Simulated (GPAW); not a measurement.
Entries from a set of simulations; values are calculated unless marked as measured.

A GW chain in GPAW: TiO2 (Rutile). Symmetry: P4_2/mnm, No. 136, tetragonal system. Conventional cell: a = 4.592 Å, b = 4.592 Å, c = 2.957 Å, α = 90.00°, β = 90.00°, γ = 90.00°. Nearest to Ti lie 6 O at 1.95 to 1.98 Å. Nearest to O lie 3 Ti at 1.95 to 1.98 Å. Farther neighbours, and contacts between anions beyond the nearest, are not listed. The calculation used DFT, LDA, plane waves, PAW (and 1 further level or step) in GPAW 26.7.0, with cutoff 600 eV, GPAW PAW setups 1.2.1 data release, 4×4×6 k-mesh, nbands 151. The LDA gap is 1.82 eV, direct. The G0W0 gap on the mesh is 3.67 eV. The GW settings are 4×4×6 mesh, 141 bands, screening to 100 eV, Godby-Needs plasmon pole and the known limits are short of the basis limit. It took 4 runs, 1.7 min in all on 8 MPI ranks of AMD EPYC 9R45, shared host. G0W0 moves the gap on the mesh from 1.82 eV to 3.67 eV (+1.85 eV), with Z of 0.76 and 0.76 at the edges. The dearest step here is «screening and self-energy». The cell and positions come from the Crystallography Open Database and are kept as given unless a step says otherwise.

[Paths, hosts, dates, memory and timing lines, banners, echoed tables and standing remarks are left out of the program output; an Ansatz launch command may be rebuilt from the run's recorded settings. Measured values are a selection of at most five: reports struck by readers or far from the other reports are left out. None is set beside runs whose start may be inverted or whose files or cutoffs have a known fault.]

[Runs of the session that timed out or met a known fault of the program may be left out.]

[Hosts, paths, dates, database ids (printed as entryN), source tags and the programs' standing remarks are cut or masked in the printed files.]

[Where the starting crystal was built by hand or by swapping elements, it need not be the compound's stable phase.]
